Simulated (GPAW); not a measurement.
## YSn3 (Pm-3m): the Y L₃ absorption edge

What does one-electron theory with a core hole give for the Y L₃ edge of YSn3 (Pm-3m)?

Main program and level: GPAW 26.7.0; X-ray absorption from dipole matrix elements to empty bands, plane-wave PAW LDA.

## (1) Starting point

The structure is cubic, space group Pm-3m (No. 221). Conventional cell: a = 4.666 Å, b = 4.666 Å, c = 4.666 Å, α = 90.00°, β = 90.00°, γ = 90.00°. Sn has 8 Sn at 3.30 Å and 4 Y at 3.30 Å nearest. Nearest to Y lie 12 Sn at 3.30 Å. Farther neighbours are not listed.

As a file:

```xyz
4
Lattice="4.6660 0.0000 0.0000 0.0000 4.6660 0.0000 0.0000 0.0000 4.6660" Properties=species:S:1:pos:R:3 pbc="T T T"
Sn    2.3330    2.3330    0.0000
Sn    2.3330    0.0000    2.3330
Sn    0.0000    2.3330    2.3330
Y     0.0000    0.0000    0.0000
```

## (2) Ground state of the crystal

The ground state comes first: it tells whether the system has a gap, which decides how the excited electron is treated.

scf.py reads:

```python
import numpy as np
from ase import Atoms
from ase.parallel import parprint, paropen
from gpaw import GPAW, PW, FermiDirac, Mixer, MixerDif, setup_paths
from gpaw.test import gen
setup_paths.insert(0, '.')
gen('Y', name='nch2p', xcname='LDA', corehole=(2, 1, 0), write_xml=True)
from gpaw.mpi import world
world.barrier()

atoms = Atoms('Sn3Y',
    cell=[[4.666, 0, 0],
     [0, 4.666, 0],
     [0, 0, 4.666]],
    scaled_positions=[[0.5, 0.5, 0],
     [0.5, 0, 0.5],
     [0, 0.5, 0.5],
     [0, 0, 0]],
    pbc=True)
atoms.calc = calc = GPAW(legacy_gpaw=True, mode=PW(430, force_complex_dtype=True), xc='LDA', setups={3: 'nch2p'},
    kpts={'size': (5, 5, 5), 'gamma': True}, occupations=FermiDirac(0.05),
    charge=0, mixer=Mixer(0.1, 5, 50), maxiter=150,
    convergence={'density': 0.0001, 'eigenstates': 1e-6}, txt='scf.txt')
energy = atoms.get_potential_energy() + calc.get_reference_energy()
ef = calc.get_fermi_level()
out = dict(energy=energy, fermi=ef, forces=atoms.get_forces().tolist())
parprint(f'all-electron energy {energy:.4f} eV, Fermi level {ef:.4f} eV')
ev = np.array([[calc.get_eigenvalues(k, s) for k in range(len(calc.get_ibz_k_points()))] for s in range(calc.get_number_of_spins())])
out['homo'], out['lumo'], out['counts'] = ev[ev < ef].max(), ev[ev > ef].min(), sorted(set((ev < ef).sum((0, 2)).tolist()))
out['filled'] = (ev[:, 0] < ef).sum(1).tolist()
import json
with paropen('out.json', 'w') as f:
    json.dump(out, f)
```

Run with:

```sh
$ OMP_NUM_THREADS=1 mpirun -n 4 gpaw python scf.py
```

Numbers of over 12 decimals in the logs are rounded to 6 here.

The log of the run:

```text
Input parameters:
  convergence: {density: 0.0001,
                eigenstates: 1e-06}
  kpts: {gamma: True,
         size: (5, 5, 5)}
  maxiter: 150
  mixer: {backend: pulay,
          beta: 0.1,
          method: separate,
          nmaxold: 5,
          weight: 50}
  mode: {ecut: 430.0,
         force_complex_dtype: True,
         name: pw}
  occupations: {fixmagmom: False,
                name: fermi-dirac,
                width: 0.05}
  setups: {3: nch2p}

Initialize ...

[... PAW data sets ...]

Reference energy: -595584.646856  # eV

Spin-paired calculation

[... convergence settings ...]
Symmetries present (total): 48
  [... symmetry matrices ...]

125 k-points: 5 x 5 x 5 Monkhorst-Pack grid
10 k-points in the irreducible part of the Brillouin zone
       k-points in crystal coordinates                weights
   0:     0.00000000    0.00000000    0.00000000          1/125
   1:     0.20000000    0.00000000    0.00000000          6/125
   2:     0.20000000    0.20000000    0.00000000         12/125
   3:     0.20000000    0.20000000    0.20000000          8/125
   4:     0.40000000    0.00000000    0.00000000          6/125
   5:     0.40000000    0.20000000    0.00000000         24/125
   6:     0.40000000    0.20000000    0.20000000         24/125
   7:     0.40000000    0.40000000    0.00000000         12/125
   8:     0.40000000    0.40000000    0.20000000         24/125
   9:     0.40000000    0.40000000    0.40000000          8/125

Wave functions: Plane wave expansion
  Cutoff energy: 430.000 eV
  Number of coefficients (min, max): 2039, 2103
  Pulay-stress correction: 0.000000 eV/Ang^3 (de/decut=0.000000)
  Using FFTW library
  Wavefunction extrapolation:
    Improved wavefunction reuse through dual PAW basis

Occupation numbers: Fermi-Dirac:
  width: 0.0500  # eV

Eigensolver
   Davidson(niter=2)

Densities:
  Coarse grid: 24*24*24 grid
  Fine grid: 48*48*48 grid
  Total Charge: 0.000000

Density mixing:
  Method: separate
  Backend: pulay
  Linear mixing parameter: 0.1
  old densities: 5
  Width of damping distribution: 1.1
  Damping of long wavelength oscillations: 50

[... Hamiltonian set-up ...]
Number of atoms: 4
Number of atomic orbitals: 40
Number of bands in calculation: 36
Number of valence electrons: 53
Bands to converge: occupied

... initialized

Initializing position-dependent things.

Density initialized from atomic densities
Creating initial wave functions:
  36 bands from LCAO basis set

Positions:
   0 Sn     2.333000    2.333000    0.000000    ( 0.0000,  0.0000,  0.0000)
   1 Sn     2.333000    0.000000    2.333000    ( 0.0000,  0.0000,  0.0000)
   2 Sn     0.000000    2.333000    2.333000    ( 0.0000,  0.0000,  0.0000)
   3 Y      0.000000    0.000000    0.000000    ( 0.0000,  0.0000,  0.0000)

Unit cell:
           periodic     x           y           z      points  spacing
  1. axis:    yes    4.666000    0.000000    0.000000    24     0.1944
  2. axis:    yes    0.000000    4.666000    0.000000    24     0.1944
  3. axis:    yes    0.000000    0.000000    4.666000    24     0.1944

  Lengths:   4.666000   4.666000   4.666000
  Angles:   90.000000  90.000000  90.000000

Effective grid spacing dv^(1/3) = 0.1944

iter:   1   -21.330744
iter:   2   -21.306241   -1.66  -1.61
iter:   3   -21.220420   -1.82  -1.65
iter:   4   -21.205633   -3.68  -2.27
iter:   5   -21.218367c  -2.41  -2.33
iter:   6   -21.177933   -3.10  -2.25
iter:   7   -21.177954   -4.60  -3.13
iter:   8   -21.177733c  -4.91  -3.29
iter:   9   -21.177840c  -5.73  -3.54
iter:  10   -21.177783c  -6.05c -3.46
iter:  11   -21.177761c  -6.12c -3.72
iter:  12   -21.177761c  -7.31c -4.23c

Converged after 12 iterations.

Dipole moment: (-0.000000, 0.000000, 0.000000) |e|*Ang

Energy contributions relative to reference atoms: (reference = -595584.646856)

Kinetic:        +10.761664
Potential:       -8.925299
External:        +0.000000
XC:             -23.049320
Entropy (-ST):   -0.026467
Local:           +0.048427
SIC:             +0.000000
--------------------------
Free energy:    -21.190994
Extrapolated:   -21.177761

Showing only first 2 kpts
 Kpt  Band  Eigenvalues  Occupancy
  0    24      5.06092    2.00000
  0    25      9.43849    0.00000
  0    26      9.43849    0.00000
  0    27      9.43849    0.00000

  1    24      6.04622    2.00000
  1    25      7.85677    1.55669
  1    26      8.45407    0.00005
  1    27      8.45407    0.00005

Fermi level: 7.91957

No gap
No difference between direct/indirect transitions

Forces in eV/Ang:
  0 Sn    0.00000    0.00000   -0.00000
  1 Sn    0.00000   -0.00000    0.00000
  2 Sn   -0.00000    0.00000    0.00000
  3 Y     0.00000   -0.00000    0.00000
Scalar-relativistic atomic LDA calculation for Y (Yttrium, Z=39)
Core hole in 2p state (2p occupation: 6.0)
750 radial gridpoints.
|------------------------------------------------|
|------------------------------------------------|
[... the atom generator's iteration count ...]

Energy contributions:
-------------------------
Kinetic:    +3468.645094
XC:          -105.479064
Potential:  -6743.658531
-------------------------
Total:      -3380.492502

state      eigenvalue         ekin         rmax
-----------------------------------------------
1s^2.0 :  -618.543443   785.386613        0.025
2s^2.0 :   -84.799187   156.853497        0.141
2p^6.0 :   -75.594584   151.889632        0.113
3s^2.0 :   -13.512336    39.809453        0.422
3p^6.0 :   -10.520490    36.681922        0.416
3d^10.0:    -5.564517    31.548104        0.361
4s^2.0 :    -1.763072     8.054635        1.128
4p^6.0 :    -1.027192     6.241997        1.244
4d^1.0 :    -0.097195     2.169838        1.804
5s^2.0 :    -0.155371     0.952255        3.320
5p^0.0 :    -0.054980     0.500247        4.410
-----------------------------------------------
(units: Bohr and Hartree)

Generating PAW setup
Kinetic energy of the core from tauc = 3468.026130082191
Cutoffs:
rc(s)=2.510
rc(p)=2.490
rc(d)=2.430
rc(vbar)=2.450
rc(comp)=2.410
rc(nct)=2.510

Kinetic energy of the core states: 3411.009492
Charge: 0.0
Core electrons: 28.0
Valence electrons: 11.0
Pseudo-core charge: 0.003786
Shape function alpha=1.722
Pseudo-electron charge 7.472037
state    eigenvalue         norm
--------------------------------
4s(2) :    -1.763072     0.685202
5s(2) :    -0.155371     0.971849
4p(6) :    -1.027192     0.548140
5p(0) :    -0.054980     0.976393
4d(1) :    -0.097195     0.865310
*d    :     0.902805
--------------------------------

Diagonalizing with gridspacing h=0.050

state   all-electron     PAW
-------------------------------
4s:      -1.763072    -1.763529
4p:      -1.027192    -1.027856
4d:      -0.097195    -0.097523
*f:                    0.059866
-------------------------------
all-electron energy -595605.8246 eV, Fermi level 7.9196 eV
```

Run time: 8.6 s. Hardware: 4 MPI ranks of Intel Xeon Platinum 8488C (Sapphire Rapids), shared host; peak memory 0.17 GiB.

The mesh shows no gap, so the system is treated as a metal and the core electron is put at the Fermi level (neutral cell).

## (3) Spectrum without a core hole, Y atom 4

Without a hole the spectrum is the empty density of states of the right symmetry on the absorber, weighted by matrix elements. It needs only the small cell and serves as the baseline. The data set with a hole of occupation 0 only carries the core orbital.

The absorber has 12 Sn at 3.30 Å (cuboctahedral, site symmetry m-3m).

xas.py reads:

```python
import numpy as np
from ase import Atoms
from ase.parallel import parprint, paropen
from gpaw import GPAW, PW, FermiDirac, Mixer, MixerDif, setup_paths
from gpaw.test import gen
setup_paths.insert(0, '.')
gen('Y', name='nch2p', xcname='LDA', corehole=(2, 1, 0), write_xml=True)
from gpaw.mpi import world
world.barrier()

atoms = Atoms('Sn3Y',
    cell=[[4.666, 0, 0],
     [0, 4.666, 0],
     [0, 0, 4.666]],
    scaled_positions=[[0.5, 0.5, 0],
     [0.5, 0, 0.5],
     [0, 0.5, 0.5],
     [0, 0, 0]],
    pbc=True)
atoms.calc = calc = GPAW(legacy_gpaw=True, mode=PW(430, force_complex_dtype=True), xc='LDA', setups={3: 'nch2p'},
    kpts={'size': (7, 7, 7), 'gamma': True}, occupations=FermiDirac(0.1),
    charge=0, mixer=Mixer(0.1, 5, 50), maxiter=150,
    convergence={'density': 0.0001, 'eigenstates': 1e-6}, txt='scf.txt')
energy = atoms.get_potential_energy() + calc.get_reference_energy()
ef = calc.get_fermi_level()
out = dict(energy=energy, fermi=ef, forces=atoms.get_forces().tolist())
parprint(f'all-electron energy {energy:.4f} eV, Fermi level {ef:.4f} eV')
ev = np.array([[calc.get_eigenvalues(k, s) for k in range(len(calc.get_ibz_k_points()))] for s in range(calc.get_number_of_spins())])
out['homo'], out['lumo'], out['counts'] = ev[ev < ef].max(), ev[ev > ef].min(), sorted(set((ev < ef).sum((0, 2)).tolist()))
out['filled'] = (ev[:, 0] < ef).sum(1).tolist()

from ase.units import Ha
from gpaw.xas import dipole_matrix_elements
nb = int(calc.get_number_of_electrons() / 2) + 69
top, nb = nb, nb + 8 + nb // 12
nscf = calc.fixed_density(kpts={'size': (6, 6, 6), 'gamma': True}, nbands=nb,
    convergence={'bands': top, 'eigenstates': 5e-3}, maxiter=60, txt='nscf.txt')
cell = atoms.cell.array
ops = [cell.T @ U.T @ np.linalg.inv(cell.T) for U in nscf.wfs.kd.symmetry.op_scc]
E = np.arange(-25, 34, 0.1)
fwhm = np.interp(E, [4, 25], [1.5, 3.5])
Y, X, zero, highest = 0, 0, 1e9, 1e9
for spin in range(nscf.get_number_of_spins()):
    wfs = nscf.wfs
    mine = wfs.bd.get_slice()  # this rank's bands
    A = dipole_matrix_elements(wfs.setups[3])
    eps = np.zeros((wfs.kd.nibzkpts, nb))
    d = np.zeros((3, A.shape[1], wfs.kd.nibzkpts, nb), complex)
    for kpt in wfs.kpt_u:
        if kpt.s == spin and 3 in kpt.P_ani:
            eps[kpt.k, mine] = kpt.eps_n * Ha
            d[:, :, kpt.k, mine] = (kpt.weight * wfs.nspins / 2) ** 0.5 * np.inner(A, kpt.P_ani[3])
    world.sum(eps)
    world.sum(d)
    T = np.einsum('amkn,bmkn->abkn', d, d.conj()).real
    T = sum(np.einsum('ai,ijkn,bj->abkn', R, T, R) for R in ops) / len(ops)
    empty = eps > ef
    zero, highest = min(zero, eps[empty].min()), min(highest, eps[:, top - 1].min())
    lines = [(eps, T, empty)] if spin == 0 else lines + [(eps, T, empty)]
for eps, T, empty in lines:
    f = np.einsum('aakn->akn', T).reshape(3, -1)
    x = eps.ravel() - zero
    w = np.interp(x, E, fwhm) / 2.35482
    g = np.exp(-0.5 * ((E[:, None] - x) / w) ** 2) / (w * (2 * np.pi) ** 0.5)
    Y = Y + (f * empty.ravel()) @ g.T
    X = X + (f * ~empty.ravel()) @ g.T
out.update(E=E.round(2).tolist(), xas=Y.tolist(), xes=X.tolist(), zero=zero, valid=highest - zero, nk=len(eps), nb=nb)
for i in range(0, len(E), 10):
    parprint(f'{E[i]:7.2f}', *(f'{v:10.3e}' for v in Y[:, i]))
import json
with paropen('out.json', 'w') as f:
    json.dump(out, f)
```

Run with:

```sh
$ OMP_NUM_THREADS=1 mpirun -n 4 gpaw python xas.py
```

The log of the run:

```text
Input parameters:
  convergence: {density: 0.0001,
                eigenstates: 1e-06}
  kpts: {gamma: True,
         size: (7, 7, 7)}
  maxiter: 150
  mixer: {backend: pulay,
          beta: 0.1,
          method: separate,
          nmaxold: 5,
          weight: 50}
  mode: {ecut: 430.0,
         force_complex_dtype: True,
         name: pw}
  occupations: {fixmagmom: False,
                name: fermi-dirac,
[...]
*d    :     0.902805
--------------------------------

Diagonalizing with gridspacing h=0.050

state   all-electron     PAW
-------------------------------
4s:      -1.763072    -1.763529
4p:      -1.027192    -1.027856
4d:      -0.097195    -0.097523
*f:                    0.059866
-------------------------------
all-electron energy -595605.8885 eV, Fermi level 8.1448 eV
[...]
32.00  1.428e-05  1.428e-05  1.428e-05
  33.00  1.336e-05  1.336e-05  1.336e-05
[key lines of the parts left out:]
Converged after 11 iterations.
Dipole moment: (-0.000000, -0.000000, -0.000000) |e|*Ang
Free energy:    -21.269723
Fermi level: 8.14476
```

It took 16 s on 4 MPI ranks; peak memory 0.26 GiB.

The Y L₃ spectrum, Y atom 4, no core hole (energy from the lowest empty level; intensity scaled to a mean of 1 over the first 20 eV):

| E (eV) | intensity |
| --- | --- |
| -2.0 | 0.00 |
| -1.0 | 0.03 |
| 0.0 | 0.37 |
| 1.0 | 1.44 |
| 2.0 | 2.67 |
| 3.0 | 2.16 |
| 4.0 | 1.42 |
| 5.0 | 1.52 |
| 6.0 | 1.59 |
| 7.0 | 0.93 |
| 8.0 | 0.54 |
| 9.0 | 0.64 |
| 10.0 | 0.72 |
| 11.0 | 0.67 |
| 12.0 | 0.59 |
| 13.0 | 0.53 |
| 14.0 | 0.50 |
| 15.0 | 0.57 |
| 16.0 | 0.67 |
| 17.0 | 0.69 |
| 18.0 | 0.68 |
| 19.0 | 0.72 |
| 20.0 | 0.82 |
| 21.0 | 0.86 |
| 22.0 | 0.78 |
| 23.0 | 0.66 |
| 24.0 | 0.56 |
| 25.0 | 0.48 |
| 26.0 | 0.43 |
| 27.0 | 0.41 |
| 28.0 | 0.41 |
| 29.0 | 0.45 |
| 30.0 | 0.54 |
| 31.0 | 0.64 |

Main maxima below 30 eV (height): 2.2 eV (2.71), 5.6 eV (1.65), 10.0 eV (0.72) and 20.8 eV (0.86). At an L edge the dipole rule selects empty d (and weakly s) states on the absorber, and the strong line at the onset measures the empty part of its d band.

The same matrix elements for filled bands give the Y L₃ emission of Y atom 4 (ground-state approximation; energy from the lowest empty level, largest value 1):

| E (eV) | emission |
| --- | --- |
| -24.00 | 0.00 |
| -23.25 | 0.00 |
| -22.50 | 0.00 |
| -21.75 | 0.00 |
| -21.00 | 0.00 |
| -20.25 | 0.00 |
| -19.50 | 0.00 |
| -18.75 | 0.00 |
| -18.00 | 0.00 |
| -17.25 | 0.00 |
| -16.50 | 0.00 |
| -15.75 | 0.00 |
| -15.00 | 0.00 |
| -14.25 | 0.00 |
| -13.50 | 0.00 |
| -12.75 | 0.00 |
| -12.00 | 0.00 |
| -11.25 | 0.00 |
| -10.50 | 0.01 |
| -9.75 | 0.02 |
| -9.00 | 0.03 |
| -8.25 | 0.05 |
| -7.50 | 0.07 |
| -6.75 | 0.08 |
| -6.00 | 0.07 |
| -5.25 | 0.07 |
| -4.50 | 0.13 |
| -3.75 | 0.31 |
| -3.00 | 0.63 |
| -2.25 | 0.91 |
| -1.50 | 0.99 |
| -0.75 | 0.94 |
| 0.00 | 0.59 |
| 0.75 | 0.16 |
| 1.50 | 0.01 |
| 2.25 | 0.00 |
| 3.00 | 0.00 |

Emission maxima: -1.2 eV (1.00).

## (4) Supercell without a hole, the energy reference

The photon energy needs a difference of total energies, so the cell and mesh of the coming hole run are first run without a hole.

scf.py, as its differences from that of step 2:

```diff
@@ -10,13 +10,17 @@
 
-atoms = Atoms('Sn3Y',
-    cell=[[4.666, 0, 0],
-     [0, 4.666, 0],
-     [0, 0, 4.666]],
-    scaled_positions=[[0.5, 0.5, 0],
-     [0.5, 0, 0.5],
-     [0, 0.5, 0.5],
-     [0, 0, 0]],
+atoms = Atoms('Sn6Y2',
+    cell=[[4.666, 0, 4.666],
+     [0, 4.666, 4.666],
+     [-4.666, 0, 4.666]],
+    scaled_positions=[[0, 0.5, 0.5],
+     [0.5, 0.5, 0],
+     [0.5, 0, 0],
+     [0, 0, 0.5],
+     [0, 0.5, 0],
+     [0.5, 0.5, 0.5],
+     [0, 0, 0],
+     [0.5, 0, 0.5]],
     pbc=True)
-atoms.calc = calc = GPAW(legacy_gpaw=True, mode=PW(430, force_complex_dtype=True), xc='LDA', setups={3: 'nch2p'},
-    kpts={'size': (5, 5, 5), 'gamma': True}, occupations=FermiDirac(0.05),
+atoms.calc = calc = GPAW(legacy_gpaw=True, mode=PW(430, force_complex_dtype=True), xc='LDA', setups={6: 'nch2p'},
+    kpts={'size': (5, 5, 5), 'gamma': True}, occupations=FermiDirac(0.1),
     charge=0, mixer=Mixer(0.1, 5, 50), maxiter=150,
```

Run with:

```sh
$ OMP_NUM_THREADS=1 mpirun -n 4 gpaw python scf.py
```

The log of the run:

```text
Input parameters:
  convergence: {density: 0.0001,
                eigenstates: 1e-06}
  kpts: {gamma: True,
         size: (5, 5, 5)}
  maxiter: 150
  mixer: {backend: pulay,
          beta: 0.1,
          method: separate,
          nmaxold: 5,
          weight: 50}
  mode: {ecut: 430.0,
         force_complex_dtype: True,
         name: pw}
  occupations: {fixmagmom: False,
                name: fermi-dirac,
[...]
5s(2) :    -0.155371     0.971849
4p(6) :    -1.027192     0.548140
5p(0) :    -0.054980     0.976393
4d(1) :    -0.097195     0.865310
*d    :     0.902805
--------------------------------

Diagonalizing with gridspacing h=0.050

state   all-electron     PAW
-------------------------------
4s:      -1.763072    -1.763529
4p:      -1.027192    -1.027856
4d:      -0.097195    -0.097523
*f:                    0.059866
-------------------------------
all-electron energy -1191211.7445 eV, Fermi level 8.1618 eV
[key lines of the parts left out:]
Converged after 12 iterations.
Dipole moment: (0.000000, -0.000000, 0.000000) |e|*Ang
Free energy:    -42.507270
Fermi level: 8.16184
```

It took 15 s on 4 MPI ranks; peak memory 0.24 GiB; 57 s of CPU time.

Reference energy: -1191211.745 eV with the cores included.

(Part 1 of 2 ends here.)

[Banner, clock and machine lines of the logs are left out without a mark of their own.]

[Logs are printed without paths, hosts, clocks, repeated set-up lines and the standing remarks that a program may print on its own settings, such as how far it seeks lower states.]

[Hosts, paths, dates, database ids (printed as entryN), source tags and the programs' standing remarks are cut or masked in the printed files.]

[Lists of maxima count a maximum above −3 eV only where it reaches 4 % of the highest in the window and stands out from its surroundings by 2 % of it (1.5 % where it reaches 55 %); shoulders and weaker maxima are passed over, and of the rest the first, up to two pre-edge ones and the few strongest are named.]
